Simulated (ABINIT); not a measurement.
# Quasiparticle gap of SiC (P6_3mc) in ABINIT, part 2 of 3

How does a plane-wave GW calculation on SiC (P6_3mc) run from the first input to the gap?

ABINIT 10.8.3; PBE and many-body steps on it, plane waves. Known limits of the many-body steps: not at the basis limit.

So far. Step 2 (Ground state): The gap is indirect, with the least direct gap 1.71 eV higher.

**3. Bands along the symmetry lines**

Level of this step: DFT, PBE, plane waves, norm-conserving pseudopotentials (ABINIT).

The cheap functional maps the bands first; the places of the edges decide which points the dearer methods must see.

The input, run.abi:

```
acell 3*1.0 Angstrom
rprim 
  3.073513928196 0.000000000001 0.000000000000
  -1.536756964099 2.661741140703 0.000000000000
  0.000000000000 0.000000000000 5.045247710000
ntypat 2
znucl 14 6
natom 4
typat 1 1 2 2
xred 
  0.333333333333 0.666666666667 0.499602400000
  0.666666666667 0.333333333333 0.999602400000
  0.333333333333 0.666666666667 0.875397600000
  0.666666666667 0.333333333333 0.375397600000
pp_dirpath "pseudos"
pseudos "Si.upf, C.upf"
ecut 37
iscf -2
irdden 1
kptopt 0
nkpt 75
kpt 
  0.00000000 0.00000000 0.00000000
  0.06250000 0.00000000 0.00000000
  0.12500000 0.00000000 0.00000000
  0.18750000 0.00000000 0.00000000
  0.25000000 0.00000000 0.00000000
  0.31250000 0.00000000 0.00000000
  0.37500000 0.00000000 0.00000000
  0.43750000 0.00000000 0.00000000
  0.50000000 0.00000000 0.00000000
  0.47916667 0.04166667 0.00000000
  0.45833333 0.08333333 0.00000000
  0.43750000 0.12500000 0.00000000
  0.41666666 0.16666666 0.00000000
  0.39583333 0.20833333 0.00000000
  0.37500000 0.25000000 0.00000000
  0.35416666 0.29166666 0.00000000
  0.33333333 0.33333333 0.00000000
  0.29166666 0.29166666 0.00000000
  0.25000000 0.25000000 0.00000000
  0.20833333 0.20833333 0.00000000
  0.16666666 0.16666666 0.00000000
  0.12500000 0.12500000 0.00000000
  0.08333333 0.08333333 0.00000000
  0.04166667 0.04166667 0.00000000
  0.00000000 0.00000000 0.00000000
  0.00000000 0.00000000 0.06250000
  0.00000000 0.00000000 0.12500000
  0.00000000 0.00000000 0.18750000
  0.00000000 0.00000000 0.25000000
  0.00000000 0.00000000 0.31250000
  0.00000000 0.00000000 0.37500000
  0.00000000 0.00000000 0.43750000
  0.00000000 0.00000000 0.50000000
  0.06250000 0.00000000 0.50000000
  0.12500000 0.00000000 0.50000000
  0.18750000 0.00000000 0.50000000
  0.25000000 0.00000000 0.50000000
  0.31250000 0.00000000 0.50000000
  0.37500000 0.00000000 0.50000000
  0.43750000 0.00000000 0.50000000
  0.50000000 0.00000000 0.50000000
  0.47916667 0.04166667 0.50000000
  0.45833333 0.08333333 0.50000000
  0.43750000 0.12500000 0.50000000
  0.41666666 0.16666666 0.50000000
  0.39583333 0.20833333 0.50000000
  0.37500000 0.25000000 0.50000000
  0.35416666 0.29166666 0.50000000
  0.33333333 0.33333333 0.50000000
  0.29166666 0.29166666 0.50000000
  0.25000000 0.25000000 0.50000000
  0.20833333 0.20833333 0.50000000
  0.16666666 0.16666666 0.50000000
  0.12500000 0.12500000 0.50000000
  0.08333333 0.08333333 0.50000000
  0.04166667 0.04166667 0.50000000
  0.00000000 0.00000000 0.50000000
  0.50000000 0.00000000 0.50000000
  0.50000000 0.00000000 0.43750000
  0.50000000 0.00000000 0.37500000
  0.50000000 0.00000000 0.31250000
  0.50000000 0.00000000 0.25000000
  0.50000000 0.00000000 0.18750000
  0.50000000 0.00000000 0.12500000
  0.50000000 0.00000000 0.06250000
  0.50000000 -0.00000000 0.00000000
  0.33333333 0.33333333 0.50000000
  0.33333333 0.33333333 0.43750000
  0.33333333 0.33333333 0.37500000
  0.33333333 0.33333333 0.31250000
  0.33333333 0.33333333 0.25000000
  0.33333333 0.33333333 0.18750000
  0.33333333 0.33333333 0.12500000
  0.33333333 0.33333333 0.06250000
  0.33333333 0.33333333 0.00000000
istwfk *1
nband 15
nbdbuf 2
tolwfr 1e-08
nstep 40
prtwf 0
prtvol 0
indata_prefix "in"
outdata_prefix "out"
tmpdata_prefix "tmp"
```

Command:

```bash
OMP_NUM_THREADS=1 mpirun -n 8 abinit run.abi > log
```

Numbers of over 12 decimals in the logs are rounded to 6 here.

Log:

```text
.Version 10.8.3 of ABINIT. v10.8.2 released Aug 2026.

 Symmetries : space group P6_3 m c (#186); Bravais hP (primitive hexag.)
[... echo of the input left out ...]
== DATASET  1 ==================================================================
-   mpi_nproc: 8, omp_nthreads: 1 (-1 if OMP is not activated)

--- !DatasetInfo
iteration_state: {dtset: 1, }
dimensions: {natom: 4, nkpt: 75, mband: 15, nsppol: 1, nspinor: 1, nspden: 1, mpw: 3024, }
cutoff_energies: {ecut:  37.0, pawecutdg:  -1.0, }
electrons: {nelect:   1.60000000E+01, charge:   0.00000000E+00, occopt:   1.00000000E+00, tsmear:   1.00000000E-02, }

 Real(R)+Recip(G) space primitive vectors, cartesian coordinates (Bohr,Bohr^-1):
 R(1)=  5.8080996  0.0000000  0.0000000  G(1)=  0.1721734  0.0994043  0.0000000
 R(2)= -2.9040498  5.0299618  0.0000000  G(2)=  0.0000000  0.1988087  0.0000000
 R(3)=  0.0000000  0.0000000  9.5341364  G(3)=  0.0000000  0.0000000  0.1048863
 Unit cell volume ucvol=  2.7853521E+02 bohr^3
 Angles (23,13,12)=  9.00000000E+01  9.00000000E+01  1.20000000E+02 degrees

 getcut: wavevector=  0.0000  0.0000  0.0000  ngfft=  32  32  54
         ecut(hartree)=     37.000   => boxcut(ratio)=   2.01210

--- Pseudopotential description ------------------------------------------------
- Si Generated using ONCVPSP code by D. R. Hamann
- 14.00000   4.00000  171031                  znucl, zion, pspdat
12 -101130 2 -1 1510                          pspcod,pspxc,lmax,lloc,mmax
     nproj     2     2     2
  pspatm : epsatm=    9.34321561
         --- l  ekb(1:nproj) -->
             0    5.168965    0.829883
             1    2.571282    0.578307
             2   -2.427311   -0.488097
 pspatm: atomic psp has been read  and splines computed

- C Generated using ONCVPSP code by D. R. Hamann
-  6.00000   4.00000  171031                  znucl, zion, pspdat
12 -101130 1 -1 1248                          pspcod,pspxc,lmax,lloc,mmax
     nproj     2     2     0
  pspatm : epsatm=    4.31346680
         --- l  ekb(1:nproj) -->
[...]
pspatm: atomic psp has been read  and splines computed

--------------------------------------------------------------------------------

================================================================================
 prteigrs : about to open file out_EIG
 Non-SCF case, kpt    1 (  0.00000  0.00000  0.00000), residuals and eigenvalues=
  2.52E-09  6.76E-09  9.65E-09  2.15E-09  7.33E-09  4.75E-09  2.52E-09  8.15E-09
  4.37E-09  5.05E-09  2.54E-09  5.69E-09  6.22E-09  7.21E-09  7.81E-09
 -3.1539E-01 -1.8408E-01 -6.2808E-02  2.0921E-01  2.0921E-01  2.5351E-01
  2.5768E-01  2.5768E-01  4.3483E-01  4.8624E-01  5.0324E-01  5.0324E-01
[...]
Non-SCF case, kpt    2 (  0.06250  0.00000  0.00000), residuals and eigenvalues=
  2.65E-09  2.22E-09  3.24E-09  5.88E-09  4.61E-09  4.15E-09  9.65E-09  8.02E-09
[...]
Non-SCF case, kpt   74 (  0.33333  0.33333  0.06250), residuals and eigenvalues=
[...]
Non-SCF case, kpt   75 (  0.33333  0.33333  0.00000), residuals and eigenvalues=
[...]
-1.4978E-01 -1.4978E-01  9.4070E-03  2.7314E-02  2.7314E-02  1.0872E-01
  1.0872E-01  1.1650E-01  3.4129E-01  5.5836E-01  5.8348E-01  5.8348E-01
[...]
--- !ResultsGS
iteration_state: {dtset: 1, }
comment   : Summary of ground state results
lattice_vectors:
- [  5.8080996,   0.0000000,   0.0000000, ]
- [ -2.9040498,   5.0299618,   0.0000000, ]
- [  0.0000000,   0.0000000,   9.5341364, ]
lattice_lengths: [   5.80810,    5.80810,    9.53414, ]
lattice_angles: [ 90.000,  90.000, 120.000, ] # degrees, (23, 13, 12)
lattice_volume:   2.7853521E+02
convergence: {deltae:  0.000E+00, res2:  0.000E+00, residm:  9.976E-09, diffor:  0.000E+00, }
etotal    :  -2.05387368E+01
entropy   :   0.00000000E+00
fermie    :   2.57677472E-01
cartesian_stress_tensor: null
pressure_GPa: null
xred      :
- [  3.3333E-01,   6.6667E-01,   4.9960E-01, Si]
- [  6.6667E-01,   3.3333E-01,   9.9960E-01, Si]
- [  3.3333E-01,   6.6667E-01,   8.7540E-01,  C]
- [  6.6667E-01,   3.3333E-01,   3.7540E-01,  C]
cartesian_forces: null
force_length_stats: {min: null, max: null, mean: null, }

 Integrated electronic density in atomic spheres:
 ------------------------------------------------
 Atom  Sphere_radius  Integrated_density
[...]
================================================================================

 ----iterations are completed or convergence reached----

 Mean square residual over all n,k,spin=   52.777E-10; max=  99.759E-10
 reduced coordinates (array xred) for    4 atoms
[...]
0.333333333333      0.666666666667      0.875397600000
       0.666666666667      0.333333333333      0.375397600000

 cartesian coordinates (angstrom) at end:
    1     -6.7e-13     1.774494     2.520618
    2      1.536757     0.887247     5.043242
    3     -6.7e-13     1.774494     4.416598
    4      1.536757     0.887247     1.893974
 length scales=  1.889726125908  1.889726125908  1.889726125908 bohr
              =  1.000000000000  1.000000000000  1.000000000000 angstroms
 prteigrs : about to open file out_EIG
 Eigenvalues (hartree) for nkpt=  75  k points:
 kpt#   1, nband= 15, wtk=  1.00000, kpt=  0.0000  0.0000  0.0000 (reduced coord)
[...]
kpt#   2, nband= 15, wtk=  1.00000, kpt=  0.0625  0.0000  0.0000 (reduced coord)
[...]
kpt#   3, nband= 15, wtk=  1.00000, kpt=  0.1250  0.0000  0.0000 (reduced coord)
[...]
kpt#  74, nband= 15, wtk=  1.00000, kpt=  0.3333  0.3333  0.0625 (reduced coord)
  -0.14943   -0.14943    0.01007    0.02395    0.02395    0.11297    0.11297    0.11460
   0.34448    0.55781    0.57151    0.57151    0.61901    0.61901    0.68683
 kpt#  75, nband= 15, wtk=  1.00000, kpt=  0.3333  0.3333  0.0000 (reduced coord)
  -0.14978   -0.14978    0.00941    0.02731    0.02731    0.10872    0.10872    0.11650
   0.34129    0.55836    0.58348    0.58348    0.61314    0.61314    0.68177

== END DATASET(S) ==============================================================
================================================================================

 -outvars: echo values of variables after computation  --------
            nband          15
             nkpt          75
          spgroup         186
 [... the other variables as echoed above ...]

 Calculation completed.
```

Run time: 8.1 s. Hardware: 8 MPI ranks of Arm Neoverse V1, shared host; peak memory 0.51 GiB.

This step gave:

* gap: 2.275 eV
* k of the valence top: 0, 0, 0
* k of the conduction bottom: 0.3333, 0.3333, 0
* least direct gap: 3.985 eV

The gap is 2.275 eV, as in the run before at this level.

The electronic bands at the labelled points (eV, zero at the top of the highest filled band; v1 is the highest filled band, c1 the lowest empty one):

| point | v4 | v3 | v2 | v1 | c1 | c2 | c3 | c4 |
| --- | --- | --- | --- | --- | --- | --- | --- | --- |
| Γ | -1.32 | -0.11 | 0.00 | 0.00 | 4.82 | 6.22 | 6.68 | 6.68 |
| halfway | -2.97 | -2.53 | -1.02 | -0.61 | 4.06 | 5.85 | 7.26 | 7.67 |
| M | -5.45 | -3.33 | -3.30 | -1.20 | 2.79 | 4.23 | 6.90 | 7.14 |
| halfway | -5.40 | -4.67 | -3.37 | -2.55 | 3.20 | 5.17 | 7.69 | 8.51 |
| K | -6.27 | -4.05 | -4.05 | -3.84 | 2.28 | 8.18 | 8.87 | 8.87 |
| halfway | -4.15 | -2.82 | -1.45 | -1.25 | 5.07 | 5.82 | 7.01 | 7.22 |
| Γ | -1.32 | -0.11 | 0.00 | 0.00 | 4.82 | 6.22 | 6.68 | 6.68 |
| halfway | -1.15 | -1.15 | -0.22 | -0.22 | 5.10 | 6.80 | 6.80 | 7.04 |
| A | -0.71 | -0.71 | -0.71 | -0.71 | 5.91 | 5.91 | 7.37 | 7.37 |
| halfway | -2.96 | -2.96 | -1.72 | -1.72 | 4.50 | 4.50 | 7.37 | 7.37 |
| L | -2.45 | -2.45 | -2.34 | -2.34 | 3.29 | 3.29 | 5.27 | 5.27 |
| halfway | -4.26 | -4.26 | -1.92 | -1.92 | 4.29 | 4.29 | 6.37 | 6.37 |
| H | -5.66 | -5.66 | -1.74 | -1.74 | 5.08 | 5.08 | 6.02 | 6.02 |
| halfway | -3.02 | -3.02 | -2.50 | -2.50 | 5.18 | 5.18 | 7.55 | 7.55 |
| A | -0.71 | -0.71 | -0.71 | -0.71 | 5.91 | 5.91 | 7.37 | 7.37 |
| jump to L | -2.45 | -2.45 | -2.34 | -2.34 | 3.29 | 3.29 | 5.27 | 5.27 |
| halfway | -4.15 | -3.10 | -2.34 | -1.63 | 3.11 | 3.27 | 6.64 | 7.05 |
| M | -5.45 | -3.33 | -3.30 | -1.20 | 2.79 | 4.23 | 6.90 | 7.14 |
| jump to H | -5.66 | -5.66 | -1.74 | -1.74 | 5.08 | 5.08 | 6.02 | 6.02 |
| halfway | -6.47 | -4.52 | -2.82 | -2.82 | 3.50 | 6.58 | 6.58 | 7.84 |
| K | -6.27 | -4.05 | -4.05 | -3.84 | 2.28 | 8.18 | 8.87 | 8.87 |

**4. Empty states on the mesh, 6×6×4 mesh, 167 bands**

The sums over transitions need many empty states on a uniform mesh; this step solves for them.

The input, run.abi:

```
acell 3*1.0 Angstrom
rprim 
  3.073513928196 0.000000000001 0.000000000000
  -1.536756964099 2.661741140703 0.000000000000
  0.000000000000 0.000000000000 5.045247710000
ntypat 2
znucl 14 6
natom 4
typat 1 1 2 2
xred 
  0.333333333333 0.666666666667 0.499602400000
  0.666666666667 0.333333333333 0.999602400000
  0.333333333333 0.666666666667 0.875397600000
  0.666666666667 0.333333333333 0.375397600000
pp_dirpath "pseudos"
pseudos "Si.upf, C.upf"
ecut 37
ngkpt 6 6 4
nshiftk 1
shiftk 0 0 0
kptopt 1
chksymbreak 0
irdden 1
istwfk *1
nband 167
prtvol 0
optdriver 6
gwr_task "HDIAGO"
paral_kgb 0
occopt 1
indata_prefix "in"
outdata_prefix "out"
tmpdata_prefix "tmp"
```

Log:

```text
[banner, memory and clock lines left out]
.Version 10.8.3 of ABINIT. v10.8.2 released Aug 2026.

 Symmetries : space group P6_3 m c (#186); Bravais hP (primitive hexag.)
[... echo of the input left out ...]
== DATASET  1 ==================================================================
-   mpi_nproc: 8, omp_nthreads: 1 (-1 if OMP is not activated)

--- !DatasetInfo
iteration_state: {dtset: 1, }
dimensions: {natom: 4, nkpt: 21, mband: 167, nsppol: 1, nspinor: 1, nspden: 1, mpw: 3015, }
cutoff_energies: {ecut:  37.0, pawecutdg:  -1.0, }
electrons: {nelect:   1.60000000E+01, charge:   0.00000000E+00, occopt:   1.00000000E+00, tsmear:   1.00000000E-02, }

.Using double precision arithmetic; gwpc =  8

- Reading GS density from: in_DEN

--- Pseudopotential description ------------------------------------------------
- Si Generated using ONCVPSP code by D. R. Hamann
- 14.00000   4.00000  171031                  znucl, zion, pspdat
12 -101130 2 -1 1510                          pspcod,pspxc,lmax,lloc,mmax
     nproj     2     2     2
  pspatm : epsatm=    9.34321561
         --- l  ekb(1:nproj) -->
             0    5.168965    0.829883
             1    2.571282    0.578307
             2   -2.427311   -0.488097
 pspatm: atomic psp has been read  and splines computed

- C Generated using ONCVPSP code by D. R. Hamann
-  6.00000   4.00000  171031                  znucl, zion, pspdat
12 -101130 1 -1 1248                          pspcod,pspxc,lmax,lloc,mmax
     nproj     2     2     0
  pspatm : epsatm=    4.31346680
         --- l  ekb(1:nproj) -->
             0    6.481548    0.385504
             1   -4.199961   -0.877517
 pspatm: atomic psp has been read  and splines computed

   4.37013837E+02                                ecore*ucvol(ha*bohr**3)

 Total charge density [el/Bohr^3]
)     Maximum=    2.8030E-01  at reduced coord.    0.4063    0.7813    0.9074
)     Minimum=    1.9153E-03  at reduced coord.    0.6563    0.3125    0.0000
   Integrated=    1.6000E+01

 === KS gaps after direct diagonalization ===
 Indirect band gap semiconductor
 Fundamental gap:     2.275 (eV)
   VBM:     7.012 (eV) at k: [ 0.0000E+00,  0.0000E+00,  0.0000E+00]
   CBM:     9.287 (eV) at k: [ 3.3333E-01,  3.3333E-01,  0.0000E+00]
 Direct gap:         3.985 (eV) at k: [ 5.0000E-01,  0.0000E+00,  0.0000E+00]

== END DATASET(S) ==============================================================

 -outvars: echo values of variables after computation  --------
           etotal      0.0000000000E+00
            nband         167
             nkpt          21
          spgroup         186
 [... the other variables as echoed above ...]

 Calculation completed.
```

Elapsed: 65 s, on 8 MPI ranks; peak memory 4.3 GiB; 8.7 min of CPU time.

This step gave:

- gap: 2.275 eV
- k of the valence top: 0, 0, 0
- k of the conduction bottom: 0.3333, 0.3333, 0
- least direct gap: 3.985 eV
- k points computed: 21
- lowest point of the top converged band, above the valence top: 121.3569 eV

On this mesh the gap is 2.275 eV.

**5. Screening, 6×6×4 mesh, 159 bands, screening to 195.9 eV**

The RPA dielectric matrix is built and inverted for each q.

This step: RPA screening on PBE, plane waves, norm-conserving pseudopotentials.

run.abi, as its differences from that of step 4:

```diff
@@ -22,10 +22,11 @@
 chksymbreak 0
-irdden 1
 istwfk *1
-nband 167
-prtvol 0
-optdriver 6
-gwr_task "HDIAGO"
-paral_kgb 0
 occopt 1
+irdwfk 1
+optdriver 3
+nband 159
+ecuteps 7.2
+inclvkb 2
+awtr 1
+symchi 1
 indata_prefix "in"
```

Log:

```text
.Version 10.8.3 of ABINIT. v10.8.2 released Aug 2026.

 Symmetries : space group P6_3 m c (#186); Bravais hP (primitive hexag.)
[... echo of the input left out ...]
== DATASET  1 ==================================================================
-   mpi_nproc: 8, omp_nthreads: 1 (-1 if OMP is not activated)

--- !DatasetInfo
iteration_state: {dtset: 1, }
dimensions: {natom: 4, nkpt: 21, mband: 159, nsppol: 1, nspinor: 1, nspden: 1, mpw: 3015, }
cutoff_energies: {ecut:  37.0, pawecutdg:  -1.0, }
electrons: {nelect:   1.60000000E+01, charge:   0.00000000E+00, occopt:   1.00000000E+00, tsmear:   1.00000000E-02, }

 SCREENING: Calculation of the susceptibility and dielectric matrices

 Based on a program developped by R.W. Godby, V. Olevano, G. Onida, and L. Reining.
 Incorporated in ABINIT by V. Olevano, G.-M. Rignanese, and M. Torrent.
.Using double precision arithmetic ; gwpc =  8

[... cell and pseudopotentials left out ...]
--------------------------------------------------------------------------------

 ==== K-mesh for the wavefunctions ====
 Number of points in the irreducible wedge :    21
[... list of points left out ...]
 Together with 12 symmetry operations and time-reversal symmetry
 yields   144 points in the full Brillouin Zone.

 ==== Q-mesh for the screening function ====
 Number of points in the irreducible wedge :    21
[... list of points left out ...]
 Together with 12 symmetry operations and time-reversal symmetry
 yields   144 points in the full Brillouin Zone.

 setmesh: FFT mesh size selected  =    20x   20x   40
          total number of points  =        16000

 vcoul_init : cutoff-mode = AUXILIARY_FUNCTION
 q-points for optical limit:   1
     1)      0.000010    0.000020    0.000030

- screening: taking advantage of time-reversal symmetry
- Maximum band index for partially occupied states nbvw = 8
- Remaining bands to be divided among processors   nbcw = 151
- Number of bands treated by each node ~18

 Number of electrons calculated from density =   16.0000; Expected =   16.0000
 average of density, n =  0.057443
 r_s =    1.6078
 omega_plasma =   23.1193 [eV]

 calculating chi0 at frequencies [eV] :
  1    0.000000E+00    0.000000E+00
  2    0.000000E+00    2.311935E+01

--------------------------------------------------------------------------------
  q-point number  1        q = ( 0.000000, 0.000000, 0.000000) [r.l.u.]
--------------------------------------------------------------------------------
[... chi0 elements left out ...]
 For q-point:  0.000010 0.000020 0.000030
  dielectric constant =   6.8554
  dielectric constant without local fields =   7.5084

  Average fulfillment of the sum rule on Im[epsilon] for q-point    1 :     90.65  [%]
[... wings left out ...]
  q-point number  2        q = ( 0.166667, 0.000000, 0.000000) [r.l.u.]
--------------------------------------------------------------------------------
[... chi0 elements left out ...]
  Average fulfillment of the sum rule on Im[epsilon] for q-point    2 :     94.34  [%]

 [... 19 further q-points ...]
```

The job ended after 91 s (8 MPI ranks; peak memory 2.1 GiB; 12 min of CPU time).

This step gave:

```yaml
eps_infinity_with_local_fields_on_this_mesh_along_the_program_s_q_direction: 6.855
the_same_without_local_fields: 7.508
plasma_frequency: 23.12 eV
plane_waves_in_the_screening_matrix: 251
```

Local fields lower ε∞ by 9 %.

[end of part 2 of 3]

[Paths, hosts, dates, memory and timing lines, banners, echoed tables and standing remarks are left out of the program output.]

[Logs are printed without paths, hosts, clocks, repeated set-up lines and the standing remarks that a program may print on its own settings, such as how far it seeks lower states.]

[Runs of the session that timed out or met a known fault of the program may be left out.]

[Hosts, paths, dates, database ids (printed as entryN), source tags and the programs' standing remarks are cut or masked in the printed files.]

[G0W0 gaps are taken among the corrected bands and points alone; a level outside them can change the order at an edge.]

[Where Ansatz stands beside ABINIT at settings called matched, ABINIT's density can come from a denser mesh and the files from another edition; pairs whose starting gaps differed by over 0.03 eV were left out, so agreement reads better than it is.]
